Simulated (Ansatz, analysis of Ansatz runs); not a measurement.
# Migration in K3BrCl2 (P-3m1): V_K hop (4.5 Å), charge −1

Wanted: path and barrier of a jump of K in K3BrCl2 (P-3m1) at charge −1. The case: V_K hop (4.5 Å), in a cell of 54 host atoms with 1 K taken out.

Program: Ansatz 0.2.0. Level of theory: plane-wave PAW DFT, PBEsol; nudged elastic band between two relaxed defect structures at fixed charge in a uniform background. Results are calculated unless marked as measured.

## (1) The starting structure

The cell holds 53 atoms: 26 K, 9 Br and 18 Cl. Cell: a = 13.448 Å, b = 13.448 Å, c = 11.001 Å, α = 90.0°, β = 90.0°, γ = 120.0°. It derives from K3BrCl2 (space group P-3m1). Nearest the centre at fractional (0.500, 0.500, 0.500): Cl30 at 2.20 Å, Cl29 at 2.20 Å, K25 at 2.24 Å, K26 at 3.78 Å, K27 at 3.78 Å, Cl36 at 3.86 Å, Cl47 at 3.86 Å, Cl12 at 3.86 Å. The cell carries charge −1.

The cell's shortest repeat is 11.0 Å.

## (2) Relaxation of the start point, charge −1

The ends come first: from an unrelaxed start the top is counted from too high an energy, and the barrier comes out too low. Small random displacements break the symmetry of the ideal sites, so that the defect can distort if it gains by it. The charge of −1 is set by the electron count, and a uniform background keeps the cell neutral.

Input file qm1_c54k1s.start/input.yaml:

```yaml
crystal:
  lattice:
    - [13.44809205, 9.0e-08, 0.0]
    - [-6.7240461, 11.64638931, 0.0]
    - [0.0, 0.0, 11.00082975]
  atoms:
    - { symbol: K, position: [0.0, 0.0, 0.5] }
    - { symbol: K, position: [0.11111111, 0.22222222, 0.17740115] }
    - { symbol: K, position: [0.22222222, 0.11111111, 0.82259885] }
    - { symbol: Br, position: [0.0, 0.0, 0.0] }
    - { symbol: Cl, position: [0.11111111, 0.22222222, 0.66140328] }
    - { symbol: Cl, position: [0.22222222, 0.11111111, 0.33859672] }
    - { symbol: K, position: [0.0, 0.33333333, 0.5] }
    - { symbol: K, position: [0.11111111, 0.55555556, 0.17740115] }
    - { symbol: K, position: [0.22222222, 0.44444444, 0.82259885] }
    - { symbol: Br, position: [0.0, 0.33333333, 0.0] }
    - { symbol: Cl, position: [0.11111111, 0.55555556, 0.66140328] }
    - { symbol: Cl, position: [0.22222222, 0.44444444, 0.33859672] }
    - { symbol: K, position: [0.0, 0.66666667, 0.5] }
    - { symbol: K, position: [0.11111111, 0.88888889, 0.17740115] }
    - { symbol: K, position: [0.22222222, 0.77777778, 0.82259885] }
    - { symbol: Br, position: [0.0, 0.66666667, 0.0] }
    - { symbol: Cl, position: [0.11111111, 0.88888889, 0.66140328] }
    - { symbol: Cl, position: [0.22222222, 0.77777778, 0.33859672] }
    - { symbol: K, position: [0.33333333, 0.0, 0.5] }
    - { symbol: K, position: [0.44444444, 0.22222222, 0.17740115] }
    - { symbol: K, position: [0.55555556, 0.11111111, 0.82259885] }
    - { symbol: Br, position: [0.33333333, 0.0, 0.0] }
    - { symbol: Cl, position: [0.44444444, 0.22222222, 0.66140328] }
    - { symbol: Cl, position: [0.55555556, 0.11111111, 0.33859672] }
    - { symbol: K, position: [0.33333333, 0.33333333, 0.5] }
    - { symbol: K, position: [0.44444444, 0.55555556, 0.17740115] }
    - { symbol: K, position: [0.55555556, 0.44444444, 0.82259885] }
    - { symbol: Br, position: [0.33333333, 0.33333333, 0.0] }
    - { symbol: Cl, position: [0.44444444, 0.55555556, 0.66140328] }
    - { symbol: Cl, position: [0.55555556, 0.44444444, 0.33859672] }
    - { symbol: K, position: [0.33333333, 0.66666667, 0.5] }
    - { symbol: K, position: [0.44444444, 0.88888889, 0.17740115] }
    - { symbol: K, position: [0.55555556, 0.77777778, 0.82259885] }
    - { symbol: Br, position: [0.33333333, 0.66666667, 0.0] }
    - { symbol: Cl, position: [0.44444444, 0.88888889, 0.66140328] }
    - { symbol: Cl, position: [0.55555556, 0.77777778, 0.33859672] }
    - { symbol: K, position: [0.66666667, 0.0, 0.5] }
    - { symbol: K, position: [0.77777778, 0.22222222, 0.17740115] }
    - { symbol: K, position: [0.88888889, 0.11111111, 0.82259885] }
    - { symbol: Br, position: [0.66666667, 0.0, 0.0] }
    - { symbol: Cl, position: [0.77777778, 0.22222222, 0.66140328] }
    - { symbol: Cl, position: [0.88888889, 0.11111111, 0.33859672] }
    - { symbol: K, position: [0.66666667, 0.33333333, 0.5] }
    - { symbol: K, position: [0.77777778, 0.55555556, 0.17740115] }
    - { symbol: K, position: [0.88888889, 0.44444444, 0.82259885] }
    - { symbol: Br, position: [0.66666667, 0.33333333, 0.0] }
    - { symbol: Cl, position: [0.77777778, 0.55555556, 0.66140328] }
    - { symbol: Cl, position: [0.88888889, 0.44444444, 0.33859672] }
    - { symbol: K, position: [0.77777778, 0.88888889, 0.17740115] }
    - { symbol: K, position: [0.88888889, 0.77777778, 0.82259885] }
    - { symbol: Br, position: [0.66666667, 0.66666667, 0.0] }
    - { symbol: Cl, position: [0.77777778, 0.88888889, 0.66140328] }
    - { symbol: Cl, position: [0.88888889, 0.77777778, 0.33859672] }
total_charge: -1
basis:
  ecutwfc: 420
  xc_grid: 2
hamiltonian:
  xc: pbesol
kpoints:
  mp_grid: { grid: [1, 1, 1], shift: [0.25, 0.25, 0.25] }
scf:
  occupations: { method: fixed }
  max_iter: 150
output:
  forces: true
relax:
  f_tol: 0.02
  max_steps: 70
  random_displacement: { amplitude: 0.03, seed: 204 }
```

On the command line:

```sh
$ ansatz run input.yaml --threads 32 --pin off --max-ram 84787MiB --backend cuda --events-out ev --progress --plain --runs-dir out --max-vram 78GiB
```

Log:

```text
[...]
Engine: ansatz 0.2.0, aarch64-unknown-linux-gnu
[...]
Pseudopotential: K, paw, valence charge 9, recommended cutoff 420 eV (normal), K.paw.azcp
Pseudopotential: Br, paw, valence charge 7, recommended cutoff 420 eV (normal), Br.paw.azcp
Pseudopotential: Cl, paw, valence charge 7, recommended cutoff 420 eV (normal), Cl.paw.azcp
Functional definition: PBEsol
[...]
Crystal: 53 atoms, lattice volume = 1722.969 Å³
Basis set: ecut = 420 eV, 33637 PW (Γ), exchange–correlation on 180×180×150 points (8 copies of the dense FFT grid, shifted against one another)
Bands: 265, of which v1, the nominal top of the filled ones, is band 212 counted from 1 (211 counted from 0)
[...]
k-points: 1
[...]
SCF 1 converged in 6 iterations: F = -83234.573138 eV  dr2 = 1.03e-6
[...]
relax step   1: F+E_penalty+E_count = -83234.57313792 eV  Δ(F+E_penalty+E_count) = +0.000e0 eV  max|allowed force component| = 3.774e-1 eV/Å  Δτ_max = 0.0000 Å  (6 SCF iters, dr2 threshold 1.00e-5 eV, [...]
[...]
SCF iter   2: F=—  HF=-83234.999942 eV  |F-HF|=—  |Δ(HF+E_count)|=   2.23e-1  Δρ=1.56e-3  dr2=4.48e-2  ethr=1.66e-4  ⟨swp⟩=2.0  Hψ=355  notcnv=0  defer=51
[...]
SCF iter   6: F=-83234.993104 eV  HF=-83234.993103 eV  |F-HF|=1.26e-6  |Δ(HF+E_count)|=   7.02e-6  Δρ=4.36e-6  dr2=6.43e-7  ethr=2.10e-9  ⟨swp⟩=4.0  Hψ=702  notcnv=0
[...]
SCF 3 converged in 7 iterations: F = -83235.009402 eV  dr2 = 1.01e-8
[...]
relax step   3: F+E_penalty+E_count = -83235.00940154 eV  Δ(F+E_penalty+E_count) = -1.630e-2 eV  max|allowed force component| = 1.498e-2 eV/Å  Δτ_max = 0.0395 Å  (7 SCF iters, accepted)
SCF converged after 7 iterations
[...]
--- Relaxed structure (3 steps of the walk, 3 accepted, 0 SCFs on fresh bases) ---
[...]
```

The job ended after 2.4 s (1 × NVIDIA GB200 with 32 threads of Arm Neoverse V2, shared host; peak memory 1.3 GiB).

The steps of the relaxation:

```
step  energy less that of the first step (eV)  largest force component (eV/Å)
   1                                   0.0000                          0.3774
   2                                  -0.4200                          0.0652
   3                                  -0.4363                          0.0150
```

The atoms that moved most (Å, from the sites as typed, ahead of the random displacement, the mean shift of all atoms taken out):

| atom | dx | dy | dz | length |
| --- | --- | --- | --- | --- |
| Cl53 | 0.152 | 0.086 | -0.104 | 0.203 |
| Cl30 | 0.003 | -0.170 | -0.108 | 0.202 |
| Cl47 | 0.148 | -0.083 | 0.108 | 0.202 |
| Cl52 | 0.000 | 0.171 | 0.107 | 0.202 |
| Cl36 | -0.148 | 0.082 | -0.109 | 0.201 |
| Cl29 | -0.148 | -0.084 | 0.105 | 0.200 |
| K27 | 0.000 | 0.062 | -0.076 | 0.098 |
| K49 | -0.001 | -0.058 | 0.075 | 0.095 |

Neighbours of K25 at the end:

```
atom  distance (Å)
Cl29         3.087
Cl30         3.088
Cl23         3.148
Cl12         3.157
 Cl5         3.181
 Cl6         3.184
 K27         4.310
 K26         4.317
```

This step gave:

```
free energy                                                                                       : -83235.0094 eV
r.m.s. move of the farther half of the atoms                                                      : 0.03986 Å
largest move from the ideal geometry of this structure, a common shift of the far atoms taken out : 0.2080 Å
```

The relaxation gained 0.436 eV and ended with a largest force component of 0.015 eV/Å.

## (3) Relaxation of the end point, charge −1

The end point is relaxed in the same cell and settings, so that the two energies compare. Atoms more than 3.2 Å from the middle of the hop start where the first relaxation left them, the nearer ones on or close to their ideal places, with small random displacements.

Input file qm1_c54k1s.end/input.yaml:

```yaml
crystal:
  lattice:
    - [13.44809205, 9.0e-08, 0.0]
    - [-6.7240461, 11.64638931, 0.0]
    - [0.0, 0.0, 11.00082975]
  atoms:
    - { symbol: K, position: [-0.00579984, -0.0059738, 0.50035142] }
    - { symbol: K, position: [0.11253925, 0.22112859, 0.17892095] }
[... 9 atom lines left out ...]
    - { symbol: Cl, position: [0.22084403, 0.4437869, 0.33739013] }
[... 10 atom lines left out ...]
    - { symbol: Cl, position: [0.44377012, 0.22112838, 0.66239549] }
[... 1 atom line left out ...]
    - { symbol: K, position: [0.666667, 0.666667, 0.5] }
    - { symbol: K, position: [0.44932128, 0.5582835, 0.18379863] }
    - { symbol: K, position: [0.5583223, 0.4498254, 0.81569088] }
[... 1 atom line left out ...]
    - { symbol: Cl, position: [0.44444444, 0.55555556, 0.66140328] }
    - { symbol: Cl, position: [0.55555556, 0.44444444, 0.33859672] }
    - { symbol: K, position: [0.33904217, 0.66663257, 0.50036948] }
[... 1 atom line left out ...]
    - { symbol: K, position: [0.55763558, 0.77479581, 0.81642338] }
[... 2 atom lines left out ...]
    - { symbol: Cl, position: [0.54819421, 0.78492317, 0.32862813] }
[... 6 atom lines left out ...]
    - { symbol: K, position: [0.66681921, 0.33866084, 0.49978178] }
[... 3 atom lines left out ...]
    - { symbol: Cl, position: [0.78534032, 0.54848236, 0.6712066] }
[... 5 atom lines left out ...]
    - { symbol: Cl, position: [0.9039952, 0.78523537, 0.32908675] }
total_charge: -1
basis:
  ecutwfc: 420
  xc_grid: 2
hamiltonian:
  xc: pbesol
kpoints:
  mp_grid: { grid: [1, 1, 1], shift: [0.25, 0.25, 0.25] }
scf:
  occupations: { method: fixed }
  max_iter: 150
output:
  forces: true
relax:
  f_tol: 0.02
  max_steps: 70
  random_displacement: { amplitude: 0.01, seed: 204 }
```

Log:

```text
[...]
Crystal: 53 atoms, lattice volume = 1722.969 Å³
Basis set: ecut = 420 eV, 33637 PW (Γ), exchange–correlation on 180×180×150 points (8 copies of the dense FFT grid, shifted against one another)
Bands: 265, of which v1, the nominal top of the filled ones, is band 212 counted from 1 (211 counted from 0)
[...]
k-points: 1
[...]
SCF 1 converged in 6 iterations: F = -83234.432666 eV  dr2 = 8.00e-7
[...]
relax step   1: F+E_penalty+E_count = -83234.43266561 eV  Δ(F+E_penalty+E_count) = +0.000e0 eV  max|allowed force component| = 4.405e-1 eV/Å  Δτ_max = 0.0000 Å  (6 SCF iters, dr2 threshold 1.00e-5 eV, [...]
[...]
SCF 4 converged in 2 iterations: F = -83235.010197 eV  dr2 = 3.77e-8
relax step   4: F+E_penalty+E_count = -83235.01019697 eV  Δ(F+E_penalty+E_count) = -4.871e-8 eV  max|allowed force component| = 1.229e-2 eV/Å  Δτ_max = 0.0000 Å  (2 SCF iters, accepted)
SCF converged after 2 iterations
[...]
--- Relaxed structure (4 steps of the walk, 4 accepted, 0 SCFs on fresh bases) ---
[...]
```

It took 2.3 s on 1 × NVIDIA GB200 with 32 threads; peak memory 1.3 GiB.

The steps of the relaxation:

| step | energy less that of the first step (eV) | largest force component (eV/Å) |
| --- | --- | --- |
| 1 | 0.0000 | 0.4405 |
| 2 | -0.5431 | 0.0908 |
| 3 | -0.5775 | 0.0123 |
| 4 | -0.5775 | 0.0123 |

The atoms that moved most (Å, from the sites as typed, ahead of the random displacement):

| atom | dx | dy | dz | length |
| --- | --- | --- | --- | --- |
| Cl53 | -0.146 | -0.081 | 0.120 | 0.205 |
| Cl52 | 0.001 | -0.163 | -0.122 | 0.204 |
| Cl30 | 0.147 | 0.091 | -0.102 | 0.200 |
| Cl5 | -0.138 | -0.082 | 0.118 | 0.199 |
| Cl29 | 0.005 | 0.172 | 0.101 | 0.199 |
| Cl6 | -0.005 | -0.157 | -0.117 | 0.196 |
| Cl36 | 0.147 | -0.064 | 0.098 | 0.187 |
| Cl47 | -0.131 | 0.092 | -0.096 | 0.187 |

Neighbours of K25 at the end:

| atom | distance (Å) |
| --- | --- |
| Cl30 | 3.082 |
| Cl29 | 3.082 |
| Cl47 | 3.155 |
| Cl36 | 3.155 |
| Cl52 | 3.187 |
| Cl53 | 3.187 |
| K27 | 4.312 |
| K26 | 4.313 |

This step gave:

| Property | Result |
| --- | --- |
| free energy | -83235.0102 eV |
| r.m.s. move of the farther half of the atoms | 0.03776 Å |
| largest move from the ideal geometry of this structure, a common shift of the far atoms taken out | 0.1993 Å |

The relaxation gained 0.578 eV and ended with a largest force component of 0.012 eV/Å. The end lies within 1 meV of the start.

[end of part 1 of 2]

[Logs are printed without paths, hosts, clocks, repeated set-up lines and the standing remarks that a program may print on its own settings, such as how far it seeks lower states.]

[Hosts, paths, dates, database ids (printed as entryN), source tags and the programs' standing remarks are cut or masked in the printed files.]
